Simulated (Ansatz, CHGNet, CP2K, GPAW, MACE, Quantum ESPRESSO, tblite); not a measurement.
# Generalised stacking fault on (111) (glide set) of a Ge-Sn solid solution (48 atoms) in other programs, against a plane-wave reference

Aim: run generalised stacking fault on (111) (glide set) of a Ge-Sn solid solution (48 atoms) in several programs and set results and cost side by side. A plane-wave run serves as the reference.

Method: Kohn-Sham DFT, PBE, PAW, plane waves, in Ansatz 0.2.0.

### 1. The starting structure

The cell holds 48 atoms: 34 Ge and 14 Sn. Its edges and angles: a = 8.334 Å, b = 7.218 Å, c = 20.867 Å, α = 90.0°, β = 79.5°, γ = 90.0°. Diamond-structure Ge lattice (a = 5.8932 Å, the value set for the mixture), cell with z along [111], 2 x 1 x 2 periods; the third cell vector is tilted by 0.917 of 1/2[1-10] and lengthened by 0.1 Å, so the cell holds one fault (glide set); displaced by a Gaussian of 0.01 Å; 14 of 48 Ge sites given to Sn at random (lattice constant by Vegard's rule between Ge and Sn). Then every atom was moved at random, 0.05 Å r.m.s. a Cartesian component. The structure's axis is c.

### 2. Plane-wave reference

The PAW files are the set soft_2.

Input file input.yaml:

```yaml
crystal:
  lattice:
    - [8.33424, 0.0, 0.0]
    - [0.0, 7.21767, 0.0]
    - [3.81983, 0.0, 20.51464]
  atoms:
    - { symbol: Ge, position: [0.74516, 0.49568, 0.01917] }
    - { symbol: Sn, position: [0.68864, 0.48956, 0.14284] }
    - { symbol: Sn, position: [0.67192, 0.83871, 0.1877] }
    - { symbol: Ge, position: [0.60477, 0.82498, 0.3133] }
    [... 38 atom lines left out ...]
    - { symbol: Sn, position: [0.68283, 0.3181, 0.68206] }
    - { symbol: Ge, position: [0.63468, 0.33451, 0.80582] }
    - { symbol: Sn, position: [0.61222, 0.66479, 0.84978] }
    - { symbol: Ge, position: [0.55324, 0.67158, 0.97503] }
    - { symbol: Ge, position: [0.85299, 0.16767, 0.84989] }
    - { symbol: Ge, position: [0.80666, 0.16711, 0.97503] }
kpoints:
  mp_grid: { grid: [1, 1, 1] }
hamiltonian:
  xc: pbe
scf:
  occupations: { method: fermi_dirac, width: 0.05 }
output:
  forces: true
  eigenvalues: true
  populations: true
  stress: true
```

Command:

```console
> ansatz run input.yaml --threads 4 --pin off --max-ram 8192MiB --backend cpu --events-out ev --progress --plain --runs-dir out
```

Numbers of over 12 decimals in the logs are rounded to 6 here.

Output:

```text
[...]
Pseudopotentials: kind: paw
Pseudopotential: Ge, paw, valence charge 14, recommended cutoff 420 eV (normal), Ge.paw.azcp
Pseudopotential: Sn, paw, valence charge 14, recommended cutoff 420 eV (normal), Sn.paw.azcp
[...]
Crystal: 48 atoms, lattice volume = 1234.033 Å³
Basis set: ecut = 420 eV, 24073 PW (Γ), exchange–correlation on 120×100×288 points (8 copies of the dense FFT grid, shifted against one another)
Bands: 404, of which v1, the nominal top of the filled ones, is band 336 counted from 1 (335 counted from 0)
Symmetry: 1 space group operations
Space group: P1 (ITA 1), of the structure as read, at distance tolerance 1.1e-4 Å
k-points: 1
[...]
Initial density: superposition of atomic densities (neutral atoms: chi_scale 0, normalization atom), corrected by the library's trained network
Initial wavefunctions: pseudopotential atomic-orbital guess
[...]
SCF iter   1: F=—  HF=-230344.977395 eV  |F-HF|=—  |Δ(HF+E_count)|=         —  Δρ=6.10e-3  dr2=2.58e0  ethr=1.77e-3  ⟨swp⟩=6.0  Hψ=1536  notcnv=0  defer=16
preconditioner: auto → LDOS  [metal: Δε(μ)=0.090 eV  Ē_g=21.368 eV  σ=0.050 eV  W_gap=0.42  n_scr=310 (ndim 8)  ℏωp=27.4 eV  f_vac=0.075  D(μ)=28.59/eV (n_scr^D=186)  β→1.0]
[...]
SCF iter   9: F=—  HF=-230344.770012 eV  |F-HF|=—  |Δ(HF+E_count)|=   1.97e-7  Δρ=3.39e-6  dr2=4.89e-7  ethr=3.27e-10  ⟨swp⟩=2.0  Hψ=677  notcnv=0  defer=45
SCF iter  10: F=-230344.770012 eV  HF=-230344.770012 eV  |F-HF|=6.39e-8  |Δ(HF+E_count)|=   5.50e-8  Δρ=1.31e-6  dr2=7.52e-8  ethr=1.49e-11  ⟨swp⟩=10.0  Hψ=2299  notcnv=0
SCF 1 converged in 10 iterations: F = -230344.770012 eV  dr2 = 7.52e-8
[...]
SCF converged after 10 iterations
Free energy (F): -230344.770012 eV
Harris-Foulkes:  -230344.770012 eV  (|F-HF|=6.39e-8)
Internal energy: -230344.527934 eV  (E = F + TS)
E sigma→0 (E₀):  -230344.648973 eV
Entropy (-TS):   -0.242078 eV (-5.043 meV/atom)
Fermi energy:    8.469877 eV
--- Per-component energies (eV) ---
[...]
Σ components = -230344.770012   (vs F -230344.770012, Δ=0.00e0)
--- Forces (eV/Å), atoms counted from 1 ---
  atom   1  Ge     1.33838980    -0.66402424    -0.44125453
  atom   2  Sn     1.10883919     0.44753885    -0.99454356
  atom   3  Sn    -1.70190884    -0.95321701     1.46504708
  atom   4  Ge     0.53966187     0.85345545     0.07836094
[...]
atom  48  Ge    -1.97491886     0.86044514    -1.07747607
  max |Σ_I F_I| component: 1.68e-5 eV/Å
--- Stress (GPa, compression-positive) ---
       16.136912      -1.680930       1.284801
       -1.680930       3.194010      -1.496309
        1.284801      -1.496309       6.131363
  P = ⅓ Tr σ = 8.4874 GPa (84.874 kbar)
--- Band table (eV) ---
  k-point 0: bands = ["-16.5568", "-16.4819", "-16.4717", "-16.4671", [... 388 levels ...], "12.6992", "12.7892", "12.9685", "13.0311", "13.0716", "13.1167", "13.1949", "13.2132", "13.2811", "13.3030", "13.3336", "13.3810"]
--- Löwdin populations: 48 sites ---
  site symbol       q [e]
     0     Ge     14.0406
     1     Sn     13.8314
     2     Sn     13.7977
[...]
47     Ge     13.9540
  spilling = 0.001742 (of n_electrons = 672.000000)
```

Run time: 17 s. Hardware: 4 threads of Arm Neoverse V2, shared host; peak memory 1.7 GiB; 63 s of CPU time.

Read from the output:

| Property | Result |
| --- | --- |
| free energy | -230344.7700 eV |
| free energy per atom | -4798.8494 eV/atom |
| SCF cycles | 10 |
| pressure | 8.487 GPa |
| r.m.s. force component | 1.174 eV/Å |
| longest force | 5.181 eV/Å |
| Fermi energy | 8.47 eV |
| levels partly filled by over 2 per cent | 6 |
| spilling of the projection | 0.001742 |

Length of the force by element:

| element | coordination | atoms | mean length of the force (eV/Å) | spread | least | most |
| --- | --- | --- | --- | --- | --- | --- |
| Ge | all | 34 | 1.63 | 1.09 | 0.0949 | 5.18 |
| Sn | all | 14 | 2.01 | 0.900 | 0.510 | 3.99 |

Löwdin charges by element (they lack the spilled electrons, 0.024 e an atom on average):

| element | coordination | atoms | mean charge (e) | spread | least | most |
| --- | --- | --- | --- | --- | --- | --- |
| Ge | all | 34 | -0.0683 | 0.0638 | -0.243 | 0.046 |
| Sn | all | 14 | 0.249 | 0.0521 | 0.155 | 0.341 |

Charge against the make-up of the first shell:

| Sn neighbours of Ge | atoms | mean charge (e) |
| --- | --- | --- |
| 0 | 7 | 0.02 |
| 1 | 16 | -0.057 |
| 2 | 9 | -0.124 |
| 3 | 2 | -0.216 |

The levels nearest the highest filled one (over half full), pooled over k-points and spins:

| level less the highest filled one (eV) | occupation |
| --- | --- |
| -0.349 | 2.00 |
| -0.313 | 2.00 |
| -0.261 | 2.00 |
| -0.0793 | 1.89 |
| -0.0084 | 1.61 |
| 0 | 1.56 |
| 0.103 | 0.622 |
| 0.161 | 0.249 |
| 0.233 | 0.065 |
| 0.333 | 0.009 |
| 0.535 | 0 |
| 0.568 | 0 |

The run ends at a pressure of 8.49 GPa, with forces up to 5.2 eV/Å.

### 3. Structure statistics

Density 5.56 g/cm³, 25.71 Å³ an atom.

g(r), total and by pair (bins of 0.2 Å):

| r (Å) | total | Ge-Ge | Ge-Sn | Sn-Sn |
| --- | --- | --- | --- | --- |
| 2.20 | 0.08 | 0.00 | 0.20 | 0.00 |
| 2.40 | 1.43 | 1.71 | 1.22 | 0.82 |
| 2.60 | 4.38 | 4.09 | 4.70 | 4.54 |
| 2.80 | 0.33 | 0.45 | 0.12 | 0.68 |
| 3.00 | 0.05 | 0.00 | 0.12 | 0.00 |
| 3.20 | 0.00 | 0.00 | 0.00 | 0.00 |
| 3.40 | 0.00 | 0.00 | 0.00 | 0.00 |
| 3.60 | 0.00 | 0.00 | 0.00 | 0.00 |
| 3.80 | 0.00 | 0.00 | 0.00 | 0.00 |
| 4.00 | 1.32 | 1.24 | 1.38 | 1.52 |
| 4.20 | 5.37 | 5.22 | 6.00 | 3.12 |
| 4.40 | 0.34 | 0.31 | 0.27 | 0.79 |
| 4.60 | 0.08 | 0.04 | 0.15 | 0.00 |
| 4.80 | 2.77 | 2.94 | 2.74 | 1.92 |
| 5.00 | 2.10 | 1.83 | 2.40 | 2.25 |
| 5.20 | 0.19 | 0.16 | 0.27 | 0.00 |
| 5.40 | 0.00 | 0.00 | 0.00 | 0.00 |
| 5.60 | 0.04 | 0.00 | 0.06 | 0.16 |
| 5.80 | 0.88 | 0.95 | 0.82 | 0.73 |
| 6.00 | 0.80 | 0.83 | 0.75 | 0.85 |
| 6.20 | 0.32 | 0.29 | 0.34 | 0.39 |
| 6.40 | 2.13 | 2.13 | 2.10 | 2.21 |
| 6.60 | 0.45 | 0.43 | 0.48 | 0.35 |
| 6.80 | 0.12 | 0.11 | 0.14 | 0.11 |
| 7.00 | 0.39 | 0.36 | 0.37 | 0.61 |
| 7.20 | 3.52 | 3.74 | 3.12 | 4.24 |
| 7.40 | 0.83 | 0.87 | 0.81 | 0.65 |
| 7.60 | 1.88 | 1.93 | 1.85 | 1.82 |

Bonds by pair of elements; cutoffs follow the first minimum of g(r), held within bounds set by covalent radii, and pairs that aren't listed don't count as bonded:

| pair A-B | cutoff (Å) | bonds | mean length (Å) | spread (Å) | shortest (Å) | B about A | A about B |
| --- | --- | --- | --- | --- | --- | --- | --- |
| Ge-Ge | 3.12 | 48 | 2.56 | 0.098 | 2.32 | 2.82 | 2.82 |
| Ge-Sn | 3.03 | 40 | 2.56 | 0.115 | 2.30 | 1.18 | 2.86 |
| Sn-Sn | 2.84 | 8 | 2.59 | 0.068 | 2.50 | 1.14 | 1.14 |

How many atoms have how many bonded neighbours:

| element | mean | 4 |
| --- | --- | --- |
| Ge | 4 | 34 |
| Sn | 4 | 14 |

Rings of the network by King's shortest-path rule, up to 12 atoms, one path for each pair of neighbours; H, halogens, alkali and alkaline-earth atoms are left out, and the last column divides by all other atoms, bonded or not:

| ring size (atoms) | rings | per network atom |
| --- | --- | --- |
| 6 | 92 | 1.92 |

### 4. What was run beside it

The programs:
- CHGNet: machine-learned potential, published weights.
- CP2K 2026.2: Gaussian basis with GTH pseudopotentials and a plane-wave density; labels give functional, basis (MOLOPT sets; SR short-range, UZH the newer set with its own potentials), grid cutoff/relative cutoff and solver (OT: orbital transformation; TRS4, TC2, SIGN: linear-scaling purification with its sparsity filter), or its built-in tight binding.
- GPAW 26.7.0: PAW with atomic orbitals (LCAO), plane waves or a real-space grid of spacing h.
- MACE: machine-learned potential, published weights.
- Quantum ESPRESSO 7.5: plane waves; labels (QE) give functional, pseudopotential set and cutoffs of waves/density.
- tblite 0.8.0: extended tight binding, driven from Python.

All use the same cell and atoms; the electronic-structure runs use the same k-mesh, and an electronic temperature of 580 K (0.05 eV) where levels are smeared.

Differences are against the plane-wave reference, forces as r.m.s. over components; share is that over the reference's r.m.s. force, slope the least-squares factor from reference forces to these. Total energies of different programs have different zeros and aren't compared.

| run | Δ force, r.m.s. (meV/Å) | share (%) | slope | Δ pressure (GPa) | cores | CPU time | memory (GiB) |
| --- | --- | --- | --- | --- | --- | --- | --- |
| reference | - | - | - | - | 4 | 63 s | 1.7 |
| CHGNet r2SCAN potential | 597 | 50.9 | 0.545 | -5.27 | 1 | 2.6 s | 0.54 |
| CP2K PBE+D3, DZVP-MOLOPT-SR, 350/50 Ry, diagonalisation | 72.3 | 6.16 | 0.948 | -0.161 | 2 | 2.3 min | 1.8 |
| CP2K PBE, DZVP-MOLOPT-SR, 244/50 Ry, diagonalisation (coarse) | 57.9 | 4.94 | 0.961 | 0.445 | 2 | 2.2 min | 1.2 |
| CP2K PBE, DZVP-MOLOPT-SR, 350/20 Ry, diagonalisation (coarse) | 63.2 | 5.38 | 0.959 | 0.479 | 2 | 1.8 min | 1.7 |
| CP2K PBE, DZVP-MOLOPT-SR, 350/50 Ry, diagonalisation | 57.9 | 4.94 | 0.961 | 0.445 | 2 | 2.3 min | 1.7 |
| CP2K PBE, DZVP-MOLOPT-SR, 489/50 Ry, diagonalisation | 57.9 | 4.94 | 0.961 | 0.445 | 2 | 3.4 min | 2.9 |
| CP2K PBE, DZVP-UZH, 350/50 Ry, diagonalisation | 53.8 | 4.58 | 0.965 | 0.213 | 2 | 2.2 min | 1.7 |
| CP2K PBE, TZV2P-MOLOPT (SR for Ge, Sn), 350/50 Ry, diagonalisation | 58.3 | 4.96 | 0.960 | 0.146 | 4 | 3.3 min | 3.6 |
| CP2K revPBE, PBE potentials, DZVP-MOLOPT-SR, 350/50 Ry, diagonalisation | 59.3 | 5.05 | 0.963 | 0.666 | 2 | 2.3 min | 1.7 |
| GPAW PBE, LCAO dzp, h 0.15 Å | 73.3 | 6.25 | 1.047 | - | 1 | 4.6 min | 2.7 |
| GPAW PBE, LCAO dzp, h 0.2 Å | 73.2 | 6.24 | 1.048 | - | 1 | 2.1 min | 1.2 |
| GPAW PBE, LCAO szp(dzp), h 0.2 Å (coarse) | 171 | 14.5 | 1.122 | - | 1 | 2 min | 1.1 |
| GPAW PBE, plane waves 550 eV | 24.5 | 2.09 | 0.999 | -0.131 | 2 | 6.1 min | 1.5 |
| MACE MP-0b2 small potential | 332 | 28.3 | 0.962 | -4.29 | 1 | 5 s | 0.66 |
| MACE MPA-0 medium potential | 319 | 27.2 | 0.970 | -3.66 | 1 | 5.6 s | 0.69 |
| QE PBE, dojo-0.4.1-standard, 60/240 Ry (coarse) | 10.6 | 0.902 | 1.009 | -24.4 | 4 | 8.1 min | 1.9 |
| QE PBE, gbrv-1.5, 40/200 Ry | 4.64 | 0.396 | 0.998 | -0.123 | 4 | 6.2 min | 1.6 |
| QE PBE, sssp-1.3.0-efficiency, 45/360 Ry | 4.06 | 0.346 | 1.002 | -0.164 | 4 | 8.6 min | 2.9 |
| tblite GFN1-xTB | 369 | 31.4 | 1.155 | 2.04 | 1 | 3.4 s | 0.11 |

Rows marked coarse were listed beforehand as settings not expected to be converged; some can still land near the reference.

Times of the machine-learned potentials are mostly Python's start and the loading of weights.

CPU time is summed over cores on a shared host, where runs went side by side, so it is rough. Symmetry, cutoffs, thresholds, outputs and thread counts weren't matched or tuned between programs; memory under MPI is the largest rank's times the ranks.

Runs without a result: CP2K GFN1-xTB, diagonalisation (not converged, the SCF not settling).

Mean charges by element (e), by run and scheme:

| run | scheme | Ge | Sn |
| --- | --- | --- | --- |
| reference | Löwdin | -0.07 | +0.25 |
| CP2K PBE+D3, DZVP-MOLOPT-SR, 350/50 Ry, diagonalisation | Mulliken | -0.03 | +0.06 |
| CP2K PBE+D3, DZVP-MOLOPT-SR, 350/50 Ry, diagonalisation | Hirshfeld | -0.02 | +0.06 |
| CP2K PBE, DZVP-MOLOPT-SR, 244/50 Ry, diagonalisation | Mulliken | -0.03 | +0.06 |
| CP2K PBE, DZVP-MOLOPT-SR, 244/50 Ry, diagonalisation | Hirshfeld | -0.02 | +0.06 |
| CP2K PBE, DZVP-MOLOPT-SR, 350/50 Ry, diagonalisation | Mulliken | -0.03 | +0.06 |
| CP2K PBE, DZVP-MOLOPT-SR, 350/50 Ry, diagonalisation | Hirshfeld | -0.02 | +0.06 |
| CP2K PBE, DZVP-MOLOPT-SR, 489/50 Ry, diagonalisation | Mulliken | -0.03 | +0.06 |
| CP2K PBE, DZVP-MOLOPT-SR, 489/50 Ry, diagonalisation | Hirshfeld | -0.02 | +0.06 |
| CP2K PBE, DZVP-UZH, 350/50 Ry, diagonalisation | Mulliken | -0.06 | +0.14 |
| CP2K PBE, DZVP-UZH, 350/50 Ry, diagonalisation | Hirshfeld | -0.03 | +0.06 |
| CP2K PBE, TZV2P-MOLOPT (SR for Ge, Sn), 350/50 Ry, diagonalisation | Mulliken | -0.24 | +0.58 |
| CP2K PBE, TZV2P-MOLOPT (SR for Ge, Sn), 350/50 Ry, diagonalisation | Hirshfeld | -0.03 | +0.06 |
| CP2K revPBE, PBE potentials, DZVP-MOLOPT-SR, 350/50 Ry, diagonalisation | Mulliken | -0.03 | +0.06 |
| CP2K revPBE, PBE potentials, DZVP-MOLOPT-SR, 350/50 Ry, diagonalisation | Hirshfeld | -0.03 | +0.06 |
| tblite GFN1-xTB | Mulliken | +0.01 | -0.02 |

The reference's Löwdin charges lack the electrons that the projection spills, 0.024 e an atom on average.

Within one program, basis, potentials and functional, energies share a zero. Each run against its twin at the usual cutoff or grid and solver:

| run | twin | Δ energy (meV/atom) | Δ force, r.m.s. (meV/Å) | CPU time over the twin's |
| --- | --- | --- | --- | --- |
| CP2K PBE, DZVP-MOLOPT-SR, 244/50 Ry, diagonalisation | DZVP-MOLOPT-SR, 350/50 Ry, diagonalisation | 0.0016 | 0.052 | 0.95 |
| CP2K PBE, DZVP-MOLOPT-SR, 350/20 Ry, diagonalisation | DZVP-MOLOPT-SR, 350/50 Ry, diagonalisation | -1.54 | 16.4 | 0.78 |
| CP2K PBE, DZVP-MOLOPT-SR, 489/50 Ry, diagonalisation | DZVP-MOLOPT-SR, 350/50 Ry, diagonalisation | 2.0e-4 | 0.015 | 1.5 |
| GPAW PBE, LCAO dzp, h 0.15 Å | LCAO dzp, h 0.2 Å | -13.4 | 10.3 | 2.1 |

### 5. Summary of results

| Property | Result |
| --- | --- |
| reference r.m.s. force component | 1.17 eV/Å |
| nearest in forces | QE PBE, sssp-1.3.0-efficiency, 45/360 Ry, 0.35 % |
| farthest in forces | CHGNet r2SCAN potential, 51 % |
| cheapest electronic-structure run beside the reference | tblite GFN1-xTB, 3.4 s of CPU time |

In words: PBE on plane waves or a grid with other potentials, cutoffs or grids, coarse settings apart, differs from the reference by 0.35 % (QE PBE, sssp-1.3.0-efficiency, 45/360 Ry) to 2.1 % (GPAW PBE, plane waves 550 eV) of the r.m.s. force; this holds the reference's own error, so differences of a few per cent don't tell which side is nearer the exact PBE result (QE's 40 Ry are 544 eV, against the reference's 420 eV). The PBE runs in local orbitals, coarse settings apart, differ by 4.6 % (CP2K PBE, DZVP-UZH, 350/50 Ry, diagonalisation) to 6.2 % (GPAW PBE, LCAO dzp, h 0.15 Å); basis, grid and potentials can all enter. Tight binding differs by 31 % (tblite GFN1-xTB); it is another model, with fitted parameters of its own, and the xTB methods hold dispersion. Machine-learned potentials differ by 27 % (MACE MPA-0 medium potential) to 51 % (CHGNet r2SCAN potential); they were trained on other programs' data, some at another functional. Rows with another functional or a dispersion term differ by 5.1 % (CP2K revPBE, PBE potentials, DZVP-MOLOPT-SR, 350/50 Ry, diagonalisation) to 6.2 % (CP2K PBE+D3, DZVP-MOLOPT-SR, 350/50 Ry, diagonalisation), which mixes the change of model with differences of basis and potentials, some of them made for another functional. Runs with settings chosen to be coarse differ by 0.90 % (QE PBE, dojo-0.4.1-standard, 60/240 Ry) to 15 % (GPAW PBE, LCAO szp(dzp), h 0.2 Å), their programs' other errors included. One electronic-structure run takes under half the reference's CPU time: tblite GFN1-xTB, at 31 % in 3.4 s against 63 s; its pressure misses by +2.0 GPa. GPAW PBE, LCAO szp(dzp), h 0.2 Å stiffens the forces by a factor of 1.12 while following their directions (correlation 0.998); the slopes of the 4 GPAW runs lie between 1.00 and 1.12. In pressure, QE PBE, dojo-0.4.1-standard, 60/240 Ry misses by -24.4 GPa, at the same functional; a cutoff this low leaves a large Pulay stress. Charges hang on model, scheme and program or settings: among these rows the mean for Sn runs from -0.02 to +0.58 e. In the reference: counting bands leaves a spacing of only 0.10 eV (at Γ alone), which the smearing bridges: 6 levels are partly filled by over 2 %, so a gap, if any, is small at this level. In the reference: mean Löwdin charges: Ge -0.07, Sn +0.25 e. Periodic xTB results under one method name differ between programs and library versions. The potentials hold different valence shells: 672 electrons in the reference, 192 in CP2K with DZVP-UZH and 332 in GPAW; this bears on time and differences. GPAW's setups keep the filled d shell of Ge in the core. Machine-learned potentials mimic data converged in k, so the reference's own k-point error enters their differences. The reference's stress is far from hydrostatic: its diagonal is 16.1, 3.2, 6.1 GPa, compression counted positive. The host structure and its lattice constant were typed by rule, without a check against the phase diagram. The reference's pressure of 8.5 GPa belongs to a cell and atoms that aren't relaxed at this level. The electronic-structure runs sample only Γ, in a cell whose shortest periodic width is 7 Å, which is coarse for a cell with partly filled levels.

[Also dropped from logs without a mark: logging warnings of Python, and SIESTA's first energy breakdown and zero terms.]

[Logs are printed without paths, hosts, clocks, repeated set-up lines and the standing remarks that a program may print on its own settings, such as how far it seeks lower states.]

[Hosts, paths, dates, database ids (printed as entryN), source tags and the programs' standing remarks are cut or masked in the printed files.]
